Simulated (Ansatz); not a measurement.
## TiSn (model cell, started as NiAs type): the cell at rest: bringing the structure to rest

Ansatz 0.2.0; DFT PBEsol, scalar-relativistic, plane waves, PAW.

The structure was built from a prototype and need not be the compound's stable phase.

It takes space group P6_3/mmc (No. 194, hexagonal). The conventional cell has a = 3.841 Å, b = 3.841 Å, c = 6.721 Å, α = 90.00°, β = 90.00°, γ = 120.00°. Ti has 6 Sn at 2.78 Å nearest. Sn has 6 Ti at 2.78 Å nearest. Farther neighbours are not listed.

Step by step:

| step | energy less that of the first step (eV) | largest force component (eV/Å) | pressure (GPa) | volume (Å³) |
| --- | --- | --- | --- | --- |
| 1 | 0.0000 | 0.0000 | 0.09 | 85.85 |
| 2 | -0.0004 | 0.0000 | -0.18 | 86.02 |
| 3 | -0.0007 | 0.0000 | -0.04 | 85.82 |
| 4* | -0.0007 | 0.0000 | -0.04 | 85.82 |

Relaxation steps marked * repeat the geometry before them on a plane-wave basis chosen anew for their cell, so energy and pressure can jump there.

Forces are held to the 24 operations that the run works with; a distortion that breaks them can't arise in this run.

| conventional cell, symmetrised | before | after | change |
| --- | --- | --- | --- |
| a (Å) | 3.841 | 3.825 | -0.4 % |
| b (Å) | 3.841 | 3.825 | -0.4 % |
| c (Å) | 6.721 | 6.773 | +0.8 % |
| volume (Å³/atom) | 21.46 | 21.46 | -0.0 % |

Numbers from this step:

```yaml
pressure: -0.03670 GPa
```

ELF in the ac plane at fractional y = 1.000, with atoms of Ti within 0.2 Å of it. It is the smooth field of the valence electrons, not physical close to the nuclei.

Ten even steps from '0' (0.05) to '9' (0.61), each cell a mean:
```
37931356521596
99621467631389
54224677763135
11246666676421
34677655567754
67887544567887
55787554567865
12357655676522
33125776764223
98512577641268
58931356521597
05940256411693
37931356521596
99621467631389
54224677763135
11246666676421
34677655567754
67887544567887
55787554567865
12357655676522
33125776764223
98512577641268
58931356521597
05940256411693
```
Columns run along a (3.8 Å), rows up along c (6.8 Å). Atoms in or near the plane, at fractional coordinates: Ti at (0.00, 0.00), Ti at (0.00, 0.50).

Valence density in the ac plane at fractional y = 1.000, with atoms of Ti within 0.2 Å of it. It is the smooth field of the valence electrons, not physical close to the nuclei.

Ten even steps from '0' (0.12 × 1e0 e/Å³) to '9' (9.90 × 1e0 e/Å³), each cell a mean:
```
86200000000047
43100000000013
10000000000000
00000000000000
00000000000000
00000000000000
00000000000000
00000000000000
00000000000000
32000000000012
86200000000036
98300000000158
86200000000047
43100000000013
10000000000000
00000000000000
00000000000000
00000000000000
00000000000000
00000000000000
00000000000000
32000000000012
86200000000036
98300000000158
```
Columns run along a (3.8 Å), rows up along c (6.8 Å). Atoms in or near the plane, at fractional coordinates: Ti at (0.00, 0.00), Ti at (0.00, 0.50).

Electrostatic potential energy in the ac plane at fractional y = 1.000, with atoms of Ti within 0.2 Å of it. With pseudopotentials it is smooth inside the atoms' cores, unlike the true potential.

Ten even steps from '0' (-27 eV) to '9' (14 eV), each cell a mean:
```
00158999997410
01368999998521
44689999999864
88899988999988
99999888899999
99999877889999
99999887889999
88999988899998
56789999999875
12478999998632
00258999997410
00148999997300
00158999997410
01368999998521
44689999999864
88899988999988
99999888899999
99999877889999
99999887889999
88999988899998
56789999999875
12478999998632
00258999997410
00148999997300
```
Columns run along a (3.8 Å; values clipped at the 3rd and 97th percentile), rows up along c (6.8 Å). Atoms in or near the plane, at fractional coordinates: Ti at (0.00, 0.00), Ti at (0.00, 0.50).

Q: Write an input that reproduces this.

The system, level and task follow from the heading and the kind of results. Meshes, cutoffs and thresholds can't be read from the results; these are the ones that the run used.

Input file input.yaml:

```yaml
crystal:
  lattice:
    - [3.8406186639, 0.0, 0.0]
    - [-1.920309332, 3.3260733292, 0.0]
    - [0.0, 0.0, 6.7207656243]
  atoms:
    - { symbol: Ti, position: [0.0, 0.0, 0.0] }
    - { symbol: Ti, position: [0.0, 0.0, 0.5] }
    - { symbol: Sn, position: [0.3333333333, 0.6666666667, 0.25] }
    - { symbol: Sn, position: [0.6666666667, 0.3333333333, 0.75] }
kpoints:
  mp_grid: { grid: [12, 12, 6] }
hamiltonian:
  xc: pbesol
scf:
  occupations: { method: gaussian, width: 0.1 }
output:
  forces: true
  stress: true
  eigenvalues: true
  write_density: true
  write_potential: true
  elf: true
  volumetric_format: npy
relax:
  adjacent_minimum: "off"
  f_tol: 0.005
  max_steps: 80
  cell: { stress_tol: 0.05 }
```

Launch:

```console
$ ansatz run input.yaml --threads 4 --pin off --max-ram 7168MiB --backend cpu --events-out ev --progress --plain --runs-dir out
```

[Logs are printed without paths, hosts, clocks, repeated set-up lines and the standing remarks that a program may print on its own settings, such as how far it seeks lower states.]

[Hosts, paths, dates, database ids (printed as entryN), source tags and the programs' standing remarks are cut or masked in the printed files.]
